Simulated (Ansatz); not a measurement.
# ZnBiH6: relaxing a made-up structure, part 2 of 2

This structure for ZnBiH6 is made up. Its elements were placed in a known structure type with a cell scaled to their sizes. What cell does the guess relax to, and how far off was it?

Ansatz 0.2.0; DFT, PBEsol, plane-wave PAW, files of the set soft_1, scalar-relativistic, no spin, cell and ions relaxed at zero pressure; PAW set soft_1 (the session's first sound run).

So far: Starting point; Relaxing cell and atoms. The relaxed cell has a = 6.435, c = 5.946 Å (conventional setting).

### 3. Electronic structure of the relaxed cell

With the geometry fixed, one more self-consistent run, with a narrower smearing and the mesh shown in its input, gives the bands, and its pressure, and its forces where symmetry allows any, show how far the geometry depends on these settings.

This step: DFT, PBEsol, plane-wave PAW, files of the set soft_1, scalar-relativistic, no spin, bands and density of states at the relaxed cell; PAW set soft_1 (Ansatz 0.2.0).

Contents of input.yaml:

```yaml
crystal:
  lattice:
    - [3.217456034, 1.8575991072, 1.9819665701]
    - [-3.217456034, 1.8575991072, 1.9819665701]
    - [0.0, -3.7151982149, 1.9819665696]
  atoms:
    - { symbol: Bi, position: [0.5, 0.5, 0.5] }
    - { symbol: Zn, position: [0.0, 0.0, 0.0] }
    - { symbol: H, position: [0.7176989251, 0.7176989251, 0.1025125623] }
    - { symbol: H, position: [0.7176989251, 0.1025125623, 0.7176989251] }
    - { symbol: H, position: [0.1025125623, 0.7176989251, 0.7176989251] }
    - { symbol: H, position: [0.2823010749, 0.2823010749, 0.8974874377] }
    - { symbol: H, position: [0.2823010749, 0.8974874377, 0.2823010749] }
    - { symbol: H, position: [0.8974874377, 0.2823010749, 0.2823010749] }
kpoints:
  mp_grid: { grid: [8, 8, 8] }
  band_path:
    path:
      - [0.0, 0.0, 0.0]
      - [0.42819864, -0.57180136, 0.42819864]
      - [0.5, -0.5, 0.5]
      - [0.35639728, 0.35639728, 0.35639728]
      - [0.0, 0.0, 0.0]
      - [0.5, -0.5, 0.0]
      - [0.57180136, -0.42819864, -0.42819864]
      - [0.64360272, -0.35639728, -0.35639728]
      - [0.5, 0.0, 0.0]
      - [0.5, -0.5, 0.5]
    npoints: 8
scf:
  occupations: { method: fermi_dirac, width: 0.03 }
  n_extra_bands: 12
hamiltonian:
  xc: pbesol
  pseudopotentials: { kind: paw, azcp: { folder: soft_1 }, xc_functional: pbe }
output:
  forces: true
  stress: true
  write_bands: true
  dos: { projected: true }
  write_density: true
  write_potential: true
  elf: true
  volumetric_format: npy
```

Command:

```bash
> ansatz run input.yaml --threads 4 --pin off --max-ram 10240MiB --backend cpu --events-out ev --progress --plain --runs-dir out
```

Numbers of over 12 decimals in the logs are rounded to 6 here.

What it wrote:

```text
[...]
Crystal: 8 atoms, lattice volume = 71.074 Å³
Basis set: ecut = 420 eV, 1363 PW (Γ), exchange–correlation on 60×60×60 points (8 copies of the dense FFT grid, shifted against one another)
Bands: 29, of which v1, the nominal top of the filled ones, is band 17 counted from 1 (16 counted from 0)
Symmetry: 12 space group operations
[...]
k-points: 65 of 512
[...]
SCF iter   1: F=—  HF=-15616.497384 eV  |F-HF|=—  |Δ(HF+E_count)|=         —  Δρ=7.04e-2  dr2=3.87e0  ethr=3.10e-3  ⟨swp⟩=6.2  Hψ=9698  notcnv=0  defer=82
[...]
SCF iter   9: F=-15615.159602 eV  HF=-15615.159602 eV  |F-HF|=2.19e-8  |Δ(HF+E_count)|=   2.69e-7  Δρ=6.02e-6  dr2=3.28e-8  ethr=3.03e-10  ⟨swp⟩=14.2  Hψ=15166  notcnv=0
SCF 1 converged in 9 iterations: F = -15615.159602 eV  dr2 = 3.28e-8
[...]
NSCF: frozen V_eff on 73 k-points
SCF converged after 9 iterations
Free energy (F): -15615.159602 eV
[...]
Internal energy: -15615.156921 eV  (E = F + TS)
E sigma→0 (E₀):  -15615.158262 eV
Entropy (-TS):   -0.002682 eV (-0.335 meV/atom)
Fermi energy:    7.282617 eV
[...]
--- Forces (eV/Å), atoms counted from 1 ---
  atom   1  Bi     0.00000000     0.00000000     0.00000000
  atom   2  Zn     0.00000000     0.00000000     0.00000000
  atom   3  H     -0.00000000    -0.00029641    -0.00700724
  atom   4  H     -0.00025670     0.00014821    -0.00700724
  atom   5  H      0.00025670     0.00014821    -0.00700724
  atom   6  H      0.00000000     0.00029641     0.00700724
  atom   7  H      0.00025670    -0.00014821     0.00700724
  atom   8  H     -0.00025670    -0.00014821     0.00700724
  max |Σ_I F_I| component: 2.57e-18 eV/Å
--- Stress (GPa, compression-positive) ---
        0.025417      -0.000000       0.000000
        0.000000       0.025417       0.000000
       -0.000000       0.000000      -0.174231
  P = ⅓ Tr σ = -0.0411 GPa (-0.411 kbar)
--- Band table (eV; the first three rows and the last of 65) ---
  k-point 0: bands = [... 13 lower, 3.6123, 3.6123, 6.7625, 6.7625, 8.8320, 8.8320, 12.4564, 12.5047, ... 8 higher]
  k-point 1: bands = [... 13 lower, 3.6815, 3.8167, 6.6490, 6.7789, 8.9253, 8.9321, 12.0295, 13.0888, ... 8 higher]
  k-point 2: bands = [... 13 lower, 3.8727, 4.6268, 6.2536, 6.3347, 9.2345, 9.7355, 11.0403, 13.1636, ... 8 higher]
  k-point 64: bands = [... 13 lower, 2.4010, 3.3394, 3.3394, 4.0631, 7.3554, 14.8047, 14.9073, 14.9073, ... 8 higher]
```

Wall time 3 s (4 threads of AMD EPYC 7B13 (Zen 3), shared host); peak memory 0.49 GiB; 11 s of CPU time.

In the SCF lines HF is the Harris–Foulkes energy and dr2 the Hartree energy of the density residual, in eV; the loop may stop once dr2 is under the threshold and the program's other checks hold. Hψ counts applications of the Hamiltonian.

Numbers from this step:

```
free energy             : -15615.1596 eV
energy at zero smearing : -15615.1583 eV
smearing term TS        : 0.002682 eV
Fermi energy            : 7.283 eV
pressure                : -0.04113 GPa
```

From bands.tsv, the bands that come nearest the Fermi level along the path, at its corners, in eV from the Fermi level:

| point | band 14 | band 15 | band 16 | band 17 | band 18 | band 19 | band 20 | band 21 |
| --- | --- | --- | --- | --- | --- | --- | --- | --- |
| Γ | -3.67 | -3.67 | -0.52 | -0.52 | 1.55 | 1.55 | 5.17 | 5.22 |
| P | -5.35 | -4.36 | -3.19 | -3.19 | 1.45 | 7.11 | 7.11 | 7.49 |
| Z | -4.88 | -3.94 | -3.94 | -3.22 | 0.07 | 7.52 | 7.62 | 7.62 |
| Q | -5.80 | -4.88 | -1.92 | -1.92 | 3.30 | 5.90 | 5.90 | 7.86 |
| Γ | -3.67 | -3.67 | -0.52 | -0.52 | 1.55 | 1.55 | 5.17 | 5.22 |
| F | -6.06 | -2.36 | -0.61 | -0.03 | 0.67 | 3.59 | 5.10 | 5.28 |
| P1 | -5.35 | -4.36 | -3.19 | -3.19 | 1.45 | 7.11 | 7.11 | 7.49 |
| Q1 | -5.80 | -4.88 | -1.92 | -1.92 | 3.30 | 5.90 | 5.90 | 7.86 |
| L | -3.02 | -2.18 | -1.53 | -1.33 | 2.10 | 2.60 | 3.71 | 6.22 |
| Z | -4.88 | -3.94 | -3.94 | -3.22 | 0.07 | 7.52 | 7.62 | 7.62 |

States per cell as run, both spins, in windows of 1 eV, from dos.tsv (zero at the Fermi level):

```csv
from,to,total
-8,-7,8.08
-7,-6,0.97
-6,-5,1.21
-5,-4,1.55
-4,-3,1.79
-3,-2,1.56
-2,-1,1.31
-1,0,1.44
0,1,0.92
1,2,1.37
2,3,1.33
3,4,1.46
4,5,1.22
5,6,1.20
```

A further 15.3 states lie below the table's range.

ELF in the ab plane of the conventional cell at fractional z = 0.154, with atoms of Bi and H within 0.2 Å of it. It is the smooth field of the valence electrons, not physical close to the nuclei.

Ten even steps from '_' (0.03) to '@' (0.99), each cell a mean:
```
..==##@@##--..==++++--..==%%@@**--..
--%%@@@@##::::------::--%%@@@@**::..
##@@@@%%==------------++@@@@@@++::::
%%@@%%++--------------**@@@@##--..--
++++==----::....------==++==::____::
....::----......----::....__________
::::----::....::----::::..______..::
**------::::------==####++....::**##
%%==------------++%%@@@@++::::**@@@@
##--::------::--%%@@@@##--::==%%@@@@
--..--====::..++@@@@%%==::::++@@@@%%
..==##%%**::..==####==::..::++####--
==%%@@@@##::__::----::....::----::__
##@@@@@@**..____..::------::..____::
##%%%%**::______::**####++..______--
======::..____::**@@@@@@++..____..--
::::::::..____==@@@@@@%%--__..::::::
....--++++::..++@@@@%%==..--++++::..
```
Columns run along a (6.4 Å), rows up along b (6.4 Å), edges of the conventional cell, whose origin can differ from the input's. Atoms in or near the plane, at fractional coordinates: Bi at (0.33, 0.67), H at (0.54, 0.08), H at (0.54, 0.46), H at (0.92, 0.46), H at (0.13, 0.26), H at (0.13, 0.87), H at (0.74, 0.87).

Valence density in the ab plane of the conventional cell at fractional z = 0.154, with atoms of Bi and H within 0.2 Å of it. It is the smooth field of the valence electrons, not physical close to the nuclei.

Values in e/Å³, 10 rows by 16 columns, each cell a mean:
```
0.4 0.5 0.7 0.4 0.2 0.1 0.2 0.3 0.2 0.2 0.2 0.4 0.7 0.5 0.4 0.4
0.3 0.8 0.8 0.4 0.3 0.7 1.1 0.9 0.4 0.2 0.3 0.8 0.8 0.3 0.2 0.2
0.2 0.2 0.3 0.6 2.3 4.9 5.0 2.6 0.6 0.2 0.2 0.2 0.1 0.1 0.1 0.1
0.1 0.2 0.4 2.2 5.5 6.9 4.4 1.4 0.3 0.2 0.1 0.1 0.1 0.0 0.1 0.1
0.3 0.3 0.5 1.5 2.4 1.9 0.7 0.3 0.4 0.5 0.3 0.1 0.1 0.2 0.3 0.5
0.2 0.2 0.2 0.3 0.3 0.2 0.2 0.4 0.9 0.7 0.3 0.2 0.3 0.4 0.8 0.7
0.1 0.3 0.5 0.4 0.2 0.1 0.1 0.2 0.3 0.3 0.3 0.3 0.3 0.3 0.2 0.1
0.3 0.8 1.0 0.3 0.1 0.1 0.1 0.1 0.2 0.3 0.3 0.2 0.1 0.1 0.1 0.1
0.3 0.4 0.3 0.1 0.1 0.0 0.1 0.2 0.5 0.6 0.3 0.1 0.1 0.0 0.1 0.2
0.4 0.3 0.2 0.2 0.1 0.1 0.1 0.4 0.8 0.5 0.2 0.1 0.1 0.2 0.2 0.3
```
Columns run along a (6.4 Å), rows up along b (6.4 Å), edges of the conventional cell, whose origin can differ from the input's. Atoms in or near the plane, at fractional coordinates: Bi at (0.33, 0.67), H at (0.54, 0.08), H at (0.54, 0.46), H at (0.92, 0.46), H at (0.13, 0.26), H at (0.13, 0.87), H at (0.74, 0.87).

Electrostatic potential energy in the ab plane of the conventional cell at fractional z = 0.154, with atoms of Bi and H within 0.2 Å of it. With pseudopotentials it is smooth inside the atoms' cores, unlike the true potential.

Values in eV, 10 rows by 16 columns, each cell a mean:
```
  2   1  -8   1   9   9   7   6   6   9   9   2  -8   2   4   1
  6 -11 -15   3   3  -8 -16 -14  -2   6   4 -15 -11   6   8   8
 10   8   6  -6 -29 -41 -42 -35  -8   6   8   9  10  11  11  11
 10   7  -3 -31 -43 -43 -40 -21   3   9  10  11  11  11  11  11
  5   5  -5 -25 -32 -25  -9   4   1  -2   7  10  10  10   5  -2
  7   8   5   2   3   6   8   3 -17  -6   6   7   7   4 -15  -9
 10   6  -3   2   9  11  10   8   7   6   4   5   7   8   8  10
  7 -12 -19   4  11  11  11  10   8   7   6   8  10  11  11  11
  6   3   7  10  11  11  11   9  -2  -6   6  10  11  11  11   9
 -2   2   7   9  11  11  10   3 -14  -2   9  11  11   9   7   2
```
Columns run along a (6.4 Å; values clipped at the 3rd and 97th percentile), rows up along b (6.4 Å), edges of the conventional cell, whose origin can differ from the input's. Atoms in or near the plane, at fractional coordinates: Bi at (0.33, 0.67), H at (0.54, 0.08), H at (0.54, 0.46), H at (0.92, 0.46), H at (0.13, 0.26), H at (0.13, 0.87), H at (0.74, 0.87).

### 4. Outcome

| Property | Result |
| --- | --- |
| space group, relaxed | R-3m |
| conventional cell | a = 6.435, b = 6.435, c = 5.946 Å; α = 90.0°, β = 90.0°, γ = 120.0° |
| volume per atom | 8.88 Å³ (guess 8.69) |

What this shows: ZnBiH6 relaxes to R-3m with a = 6.435, b = 6.435 and c = 5.946 Å. The guessed volume was 2 % too small. The space group R-3m was held in the relaxation, so the end point is a stationary structure within it and may be a saddle against distortions or other arrangements. Bands cross the Fermi level, so it is a metal or semimetal at this level. The electron count is odd, which forces that without spin polarisation or a larger cell. On the 8×8×8 mesh with the narrower smearing (relaxed on 7×7×7) the largest force component is 0.007 eV/Å and the largest stress component is 0.174 GPa, against the relaxation's thresholds of 0.015 eV/Å and 0.05 GPa. The cutoff wasn't tested. Spin-orbit coupling is left out, which can matter for elements this heavy. No dispersion term is used, so weakly bound directions may come out too long. Nothing here tests whether the compound is stable against decomposition.

[Logs are printed without paths, hosts, clocks, repeated set-up lines and the standing remarks that a program may print on its own settings, such as how far it seeks lower states.]

[Hosts, paths, dates, database ids (printed as entryN), source tags and the programs' standing remarks are cut or masked in the printed files.]
